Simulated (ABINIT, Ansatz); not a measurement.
# How the form of the self-energy moves the gap of CdS (Greenockite)

How much does the gap of CdS (Greenockite) depend on the approximation to the self-energy?

Program: ABINIT 10.8.3. Level of theory: PBE and many-body steps on it, plane waves. Results are calculated unless marked as measured.

### 1. The starting structure

Symmetry: P6_3mc, No. 186, hexagonal system. Conventional cell: a = 4.137 Å, b = 4.137 Å, c = 6.714 Å, α = 90.00°, β = 90.00°, γ = 120.00°. Nearest to Cd lie 4 S at 2.52 to 2.53 Å. S has 4 Cd at 2.52 to 2.53 Å nearest. Farther neighbours and most contacts between anions are not listed.

The cell and positions come from the Crystallography Open Database and are kept as given unless a step says otherwise.

### 2. Empty states on the mesh, 3×3×2 mesh, 420 bands

This step: ABINIT 10.8.3; DFT, PBE, plane waves, norm-conserving pseudopotentials.

The sums over transitions need many empty states on a uniform mesh; this step solves for them.

Input file run.abi:

```
acell 3*1.0 Angstrom
rprim 
  4.137000000025 -0.000000000006 0.000000000000
  -2.068500000008 3.582747095481 0.000000000000
  0.000000000000 0.000000000000 6.714400000000
ntypat 2
znucl 48 16
natom 4
typat 1 1 2 2
xred 
  0.666666666667 0.333333333333 0.000000000000
  0.333333333333 0.666666666667 0.500000000000
  0.666666666667 0.333333333333 0.375000000000
  0.333333333333 0.666666666667 0.875000000000
pp_dirpath "pseudos"
pseudos "Cd.upf, S.upf"
ecut 47
ngkpt 3 3 2
nshiftk 1
shiftk 0 0 0
kptopt 1
chksymbreak 0
iscf -2
irdden 1
istwfk *1
nband 420
nbdbuf 38
tolwfr 1e-09
nstep 60
prtvol 0
indata_prefix "in"
outdata_prefix "out"
tmpdata_prefix "tmp"
```

Launch:

```
> OMP_NUM_THREADS=1 mpirun -n 4 abinit run.abi > log
```

Numbers of over 12 decimals in the logs are rounded to 6 here.

What it wrote:

```text
.Version 10.8.3 of ABINIT. v10.8.2 released Aug 2026.

 Symmetries : space group P6_3 m c (#186); Bravais hP (primitive hexag.)
[... echo of the input left out ...]
== DATASET  1 ==================================================================
-   mpi_nproc: 4, omp_nthreads: 1 (-1 if OMP is not activated)

--- !DatasetInfo
iteration_state: {dtset: 1, }
dimensions: {natom: 4, nkpt: 6, mband: 420, nsppol: 1, nspinor: 1, nspden: 1, mpw: 10374, }
cutoff_energies: {ecut:  47.0, pawecutdg:  -1.0, }
[...]
5.05874    5.06402    5.06402    5.07706    5.07706    5.09764    5.09765    5.10693
   5.12225    5.13714    5.13775    5.16899    5.19773    5.20055    5.20334    5.21157
   5.21243    5.21658    5.22803    5.24056
 prteigrs : prtvol=0 or 1, do not print more k-points.

== END DATASET(S) ==============================================================
================================================================================

 -outvars: echo values of variables after computation  --------
            nband         420
             nkpt           6
          spgroup         186
 [... the other variables as echoed above ...]

 Calculation completed.
```

Wall time 22 min (4 MPI ranks of Intel Xeon Platinum 8259CL at 2.50GHz (Skylake/Cascade Lake), shared host); peak memory 0.82 GiB.

This step gave:

| Quantity | Value |
| --- | --- |
| gap | 1.219 eV |
| k of the valence top | 0, 0, 0 |
| k of the conduction bottom | 0, 0, 0 |
| least direct gap | 1.219 eV |
| k points computed | 6 |
| lowest point of the top converged band, above the valence top | 126.2437 eV |

On this mesh the gap is 1.219 eV.

The density comes from a self-consistent run that is not shown.

### 3. Screening, 3×3×2 mesh, 171 bands, screening to 141.5 eV

The RPA dielectric matrix is built and inverted for each q.

This step: RPA screening on PBE, plane waves, norm-conserving pseudopotentials.

run.abi, as its differences from that of step 2:

```diff
@@ -22,10 +22,11 @@
 chksymbreak 0
-iscf -2
-irdden 1
 istwfk *1
-nband 420
-nbdbuf 38
-tolwfr 1e-09
-nstep 60
-prtvol 0
+occopt 1
+irdwfk 1
+optdriver 3
+nband 171
+ecuteps 5.2
+inclvkb 2
+awtr 1
+symchi 1
 indata_prefix "in"
```

What it wrote:

```text
.Version 10.8.3 of ABINIT. v10.8.2 released Aug 2026.

 Symmetries : space group P6_3 m c (#186); Bravais hP (primitive hexag.)
[... echo of the input left out ...]
== DATASET  1 ==================================================================
-   mpi_nproc: 4, omp_nthreads: 1 (-1 if OMP is not activated)

--- !DatasetInfo
iteration_state: {dtset: 1, }
dimensions: {natom: 4, nkpt: 6, mband: 171, nsppol: 1, nspinor: 1, nspden: 1, mpw: 10374, }
cutoff_energies: {ecut:  47.0, pawecutdg:  -1.0, }
electrons: {nelect:   5.20000000E+01, charge:   0.00000000E+00, occopt:   1.00000000E+00, tsmear:   1.00000000E-02, }

 SCREENING: Calculation of the susceptibility and dielectric matrices

 Based on a program developped by R.W. Godby, V. Olevano, G. Onida, and L. Reining.
 Incorporated in ABINIT by V. Olevano, G.-M. Rignanese, and M. Torrent.
.Using double precision arithmetic ; gwpc =  8

[... cell and pseudopotentials left out ...]
--------------------------------------------------------------------------------

 ==== K-mesh for the wavefunctions ====
 Number of points in the irreducible wedge :     6
[... list of points left out ...]
 Together with 12 symmetry operations and time-reversal symmetry
 yields    18 points in the full Brillouin Zone.

 ==== Q-mesh for the screening function ====
 Number of points in the irreducible wedge :     6
[... list of points left out ...]
 Together with 12 symmetry operations and time-reversal symmetry
 yields    18 points in the full Brillouin Zone.

 setmesh: FFT mesh size selected  =    27x   27x   54
          total number of points  =        39366

 vcoul_init : cutoff-mode = AUXILIARY_FUNCTION
 q-points for optical limit:   1
     1)      0.000010    0.000020    0.000030

- screening: taking advantage of time-reversal symmetry
- Maximum band index for partially occupied states nbvw = 26
- Remaining bands to be divided among processors   nbcw = 145
- Number of bands treated by each node ~36

 Number of electrons calculated from density =   52.0000; Expected =   52.0000
 average of density, n =  0.077428
 r_s =    1.4555
 omega_plasma =   26.8414 [eV]

 calculating chi0 at frequencies [eV] :
  1    0.000000E+00    0.000000E+00
  2    0.000000E+00    2.684136E+01

--------------------------------------------------------------------------------
  q-point number  1        q = ( 0.000000, 0.000000, 0.000000) [r.l.u.]
--------------------------------------------------------------------------------
[... chi0 elements left out ...]
 For q-point:  0.000010 0.000020 0.000030
  dielectric constant =  13.1670
  dielectric constant without local fields =  13.9526

  Average fulfillment of the sum rule on Im[epsilon] for q-point    1 :     61.13  [%]
[... wings left out ...]
  q-point number  2        q = ( 0.333333, 0.000000, 0.000000) [r.l.u.]
--------------------------------------------------------------------------------
[... chi0 elements left out ...]
  Average fulfillment of the sum rule on Im[epsilon] for q-point    2 :     65.78  [%]

 [... 4 further q-points ...]
```

It took 3.6 min on 4 MPI ranks; peak memory 1.6 GiB; 14 min of CPU time.

This step gave:

| Property | Result |
| --- | --- |
| ε∞ with local fields, on this mesh, along the program's q direction | 13.17 |
| the same without local fields | 13.95 |
| plasma frequency | 26.84 eV |
| plane waves in the screening matrix | 379 |

Local fields lower ε∞ by 6 %. On a Γ-centred mesh this coarse the value itself is usually too large, while a short band sum pulls it down.

### 4. G0W0, Godby-Needs plasmon pole

The self-energy is evaluated for the states that the input lists, and the levels follow from it, in one-shot runs by the linearised quasiparticle equation.

This step: G0W0 on PBE, plane waves, norm-conserving pseudopotentials.

run.abi, as its differences from that of step 3:

```diff
@@ -25,8 +25,15 @@
 irdwfk 1
-optdriver 3
+optdriver 4
 nband 171
+gwcalctyp 0
+ecutsigx 47
+symsigma 1
+nkptgw 1
+kptgw 
+  0.0000000000 0.0000000000 0.0000000000
+bdgw 
+  25 28
 ecuteps 5.2
-inclvkb 2
-awtr 1
-symchi 1
+irdscr 1
+ppmodel 1
 indata_prefix "in"
```

What it wrote:

```text
.Version 10.8.3 of ABINIT. v10.8.2 released Aug 2026.

 Symmetries : space group P6_3 m c (#186); Bravais hP (primitive hexag.)
[... echo of the input left out ...]
== DATASET  1 ==================================================================
-   mpi_nproc: 4, omp_nthreads: 1 (-1 if OMP is not activated)

--- !DatasetInfo
iteration_state: {dtset: 1, }
dimensions: {natom: 4, nkpt: 6, mband: 171, nsppol: 1, nspinor: 1, nspden: 1, mpw: 10374, }
cutoff_energies: {ecut:  47.0, pawecutdg:  -1.0, }
electrons: {nelect:   5.20000000E+01, charge:   0.00000000E+00, occopt:   1.00000000E+00, tsmear:   1.00000000E-02, }

 SIGMA: Calculation of the GW corrections

 Based on a program developped by R.W. Godby, V. Olevano, G. Onida, and L. Reining.
 Incorporated in ABINIT by V. Olevano, G.-M. Rignanese, and M. Torrent.
.Using double precision arithmetic ; gwpc =  8

[... cell and pseudopotentials left out ...]
--------------------------------------------------------------------------------

 ==== K-mesh for the wavefunctions ====
 Number of points in the irreducible wedge :     6
[... list of points left out ...]
 Together with 12 symmetry operations and time-reversal symmetry
 yields    18 points in the full Brillouin Zone.

 ==== Q-mesh for screening function ====
 Number of points in the irreducible wedge :     6
[... list of points left out ...]
 Together with 12 symmetry operations and time-reversal symmetry
 yields    18 points in the full Brillouin Zone.

 vcoul_init : cutoff-mode = AUXILIARY_FUNCTION
 q-points for optical limit:   1
     1)      0.000010    0.000020    0.000030
 setmesh: FFT mesh size selected  =    45x   45x   80
          total number of points  =       162000

 Number of electrons calculated from density =   52.0000; Expected =   52.0000
 average of density, n =  0.077428
 r_s =    1.4555
 omega_plasma =   26.8414 [eV]

 === KS Band Gaps ===
  >>>> For spin  1
   Minimum direct gap =   1.2185 [eV], located at k-point      :   0.0000  0.0000  0.0000
   Fundamental gap    =   1.2185 [eV], Top of valence bands at :   0.0000  0.0000  0.0000
                                       Bottom of conduction at :   0.0000  0.0000  0.0000
 SIGMA fundamental parameters:
 PLASMON POLE MODEL  1
 number of plane-waves for SigmaX                10251
 number of plane-waves for SigmaC and W            379
 number of plane-waves for wavefunctions         10251
 number of bands                                   171
 number of independent spin polarizations            1
 number of spinorial components                      1
 number of k-points in IBZ                           6
 number of q-points in IBZ                           6
 number of symmetry operations                      12
 number of k-points in BZ                           18
 number of q-points in BZ                           18
 number of frequencies for dSigma/dE                 9
 frequency step for dSigma/dE [eV]                0.25
 number of omega for Sigma on real axis              0
 max omega for Sigma on real axis  [eV]           0.00
 zcut for avoiding poles [eV]                     0.10

 EPSILON^-1 parameters (SCR file):
 dimension of the eps^-1 matrix on file            379
 dimension of the eps^-1 matrix used               379
 number of plane-waves for wavefunctions         10251
 number of bands                                   171
 number of q-points in IBZ                           6
 number of frequencies                               2
 number of real frequencies                          1
 number of imag frequencies                          1

 matrix elements of self-energy operator (all in [eV])

 Perturbative Calculation

--- !SelfEnergy_ee
iteration_state: {dtset: 1, }
kpoint     : [   0.000,    0.000,    0.000, ]
spin       : 1
KS_gap     :    1.219
QP_gap     :    2.067
Delta_QP_KS:    0.848
data: !SigmaeeData |
     Band     E0 <VxcDFT>   SigX SigC(E0)      Z dSigC/dE  Sig(E)    E-E0       E
       25   4.328 -15.356 -18.331   2.328   0.780  -0.282 -15.861  -0.505   3.823
       26   4.328 -15.356 -18.331   2.328   0.780  -0.282 -15.861  -0.505   3.823
       27   5.547 -10.669  -6.558  -3.689   0.814  -0.229 -10.326   0.343   5.890
       28   7.132 -11.029  -6.546  -3.914   0.815  -0.227 -10.565   0.464   7.596

== END DATASET(S) ==============================================================
================================================================================

 -outvars: echo values of variables after computation  --------
           etotal      0.0000000000E+00
            nband         171
             nkpt           6
          spgroup         186
 [... the other variables as echoed above ...]

 Calculation completed.
```

It took 25 s on 4 MPI ranks; peak memory 1.4 GiB; 99 s of CPU time.

This step gave:

```yaml
g0w0_gap_on_the_points_computed: 2.067 eV
starting_gap_on_the_mesh: 1.219 eV
k_of_the_valence_top: 0, 0, 0
k_of_the_conduction_bottom: 0, 0, 0
z_at_the_valence_top: 0.78
z_at_the_conduction_bottom: 0.814
least_direct_g0w0_gap_on_the_computed_points: 2.067 eV
```

The gap on the mesh goes from 1.22 eV to 2.07 eV, a correction of +0.85 eV.

### 5. G0W0, von der Linden-Horsch plasmon pole

run.abi, as its differences from that of step 4:

```diff
@@ -37,3 +37,3 @@
 irdscr 1
-ppmodel 1
+ppmodel 3
 indata_prefix "in"
```

What it wrote:

```text
.Version 10.8.3 of ABINIT. v10.8.2 released Aug 2026.

 Symmetries : space group P6_3 m c (#186); Bravais hP (primitive hexag.)
[... echo of the input left out ...]
== DATASET  1 ==================================================================
-   mpi_nproc: 4, omp_nthreads: 1 (-1 if OMP is not activated)

--- !DatasetInfo
iteration_state: {dtset: 1, }
dimensions: {natom: 4, nkpt: 6, mband: 171, nsppol: 1, nspinor: 1, nspden: 1, mpw: 10374, }
cutoff_energies: {ecut:  47.0, pawecutdg:  -1.0, }
electrons: {nelect:   5.20000000E+01, charge:   0.00000000E+00, occopt:   1.00000000E+00, tsmear:   1.00000000E-02, }

 SIGMA: Calculation of the GW corrections

 Based on a program developped by R.W. Godby, V. Olevano, G. Onida, and L. Reining.
 Incorporated in ABINIT by V. Olevano, G.-M. Rignanese, and M. Torrent.
.Using double precision arithmetic ; gwpc =  8

[... cell and pseudopotentials left out ...]
--------------------------------------------------------------------------------

 ==== K-mesh for the wavefunctions ====
 Number of points in the irreducible wedge :     6
[... list of points left out ...]
 Together with 12 symmetry operations and time-reversal symmetry
 yields    18 points in the full Brillouin Zone.

 ==== Q-mesh for screening function ====
 Number of points in the irreducible wedge :     6
[... list of points left out ...]
 Together with 12 symmetry operations and time-reversal symmetry
 yields    18 points in the full Brillouin Zone.

 vcoul_init : cutoff-mode = AUXILIARY_FUNCTION
 q-points for optical limit:   1
     1)      0.000010    0.000020    0.000030
 setmesh: FFT mesh size selected  =    45x   45x   80
          total number of points  =       162000

 Number of electrons calculated from density =   52.0000; Expected =   52.0000
[...]
number of k-points in IBZ                           6
 number of q-points in IBZ                           6
 number of symmetry operations                      12
 number of k-points in BZ                           18
 number of q-points in BZ                           18
 number of frequencies for dSigma/dE                 9
 frequency step for dSigma/dE [eV]                0.25
 number of omega for Sigma on real axis              0
 max omega for Sigma on real axis  [eV]           0.00
 zcut for avoiding poles [eV]                     0.10

 EPSILON^-1 parameters (SCR file):
 dimension of the eps^-1 matrix on file            379
 dimension of the eps^-1 matrix used               379
 number of plane-waves for wavefunctions         10251
 number of bands                                   171
 number of q-points in IBZ                           6
 number of frequencies                               2
 number of real frequencies                          1
 number of imag frequencies                          1

 matrix elements of self-energy operator (all in [eV])

 Perturbative Calculation

--- !SelfEnergy_ee
iteration_state: {dtset: 1, }
kpoint     : [   0.000,    0.000,    0.000, ]
spin       : 1
KS_gap     :    1.219
QP_gap     :    2.041
Delta_QP_KS:    0.823
data: !SigmaeeData |
     Band     E0 <VxcDFT>   SigX SigC(E0)      Z dSigC/dE  Sig(E)    E-E0       E
       25   4.328 -15.356 -18.331   1.953   0.845  -0.184 -16.220  -0.864   3.465
       26   4.328 -15.356 -18.331   1.953   0.845  -0.184 -16.220  -0.864   3.465
       27   5.547 -10.669  -6.558  -4.157   0.873  -0.145 -10.710  -0.041   5.506
       28   7.132 -11.029  -6.546  -4.316   0.874  -0.144 -10.883   0.146   7.278

== END DATASET(S) ==============================================================
================================================================================

 -outvars: echo values of variables after computation  --------
           etotal      0.0000000000E+00
            nband         171
             nkpt           6
          spgroup         186
 [... the other variables as echoed above ...]

 Calculation completed.
```

Elapsed: 24 s, on 4 MPI ranks; peak memory 1.3 GiB.

This step gave:

```yaml
g0w0_gap_on_the_points_computed: 2.041 eV
starting_gap_on_the_mesh: 1.219 eV
k_of_the_valence_top: 0, 0, 0
k_of_the_conduction_bottom: 0, 0, 0
z_at_the_valence_top: 0.845
z_at_the_conduction_bottom: 0.873
least_direct_g0w0_gap_on_the_computed_points: 2.041 eV
```

Against G0W0 in ABINIT (3×3×2 mesh, 171 bands, screening to 141.5 eV, Godby-Needs plasmon pole), the gap moves by −0.026 eV.

[end of part 1 of 2]

[Paths, hosts, dates, memory and timing lines, banners, echoed tables and standing remarks are left out of the program output.]

[Logs are printed without paths, hosts, clocks, repeated set-up lines and the standing remarks that a program may print on its own settings, such as how far it seeks lower states.]

[Runs of the session that timed out or met a known fault of the program may be left out.]

[No measured gap is set beside runs whose start may be inverted or whose files or cutoffs have a known fault.]

[Hosts, paths, dates, database ids (printed as entryN), source tags and the programs' standing remarks are cut or masked in the printed files.]

[G0W0 gaps are taken among the corrected bands and points alone; a level outside them can change the order at an edge.]

[Where Ansatz stands beside ABINIT at settings called matched, ABINIT's density can come from a denser mesh and the files from another edition; pairs whose starting gaps differed by over 0.03 eV were left out, so agreement reads better than it is.]
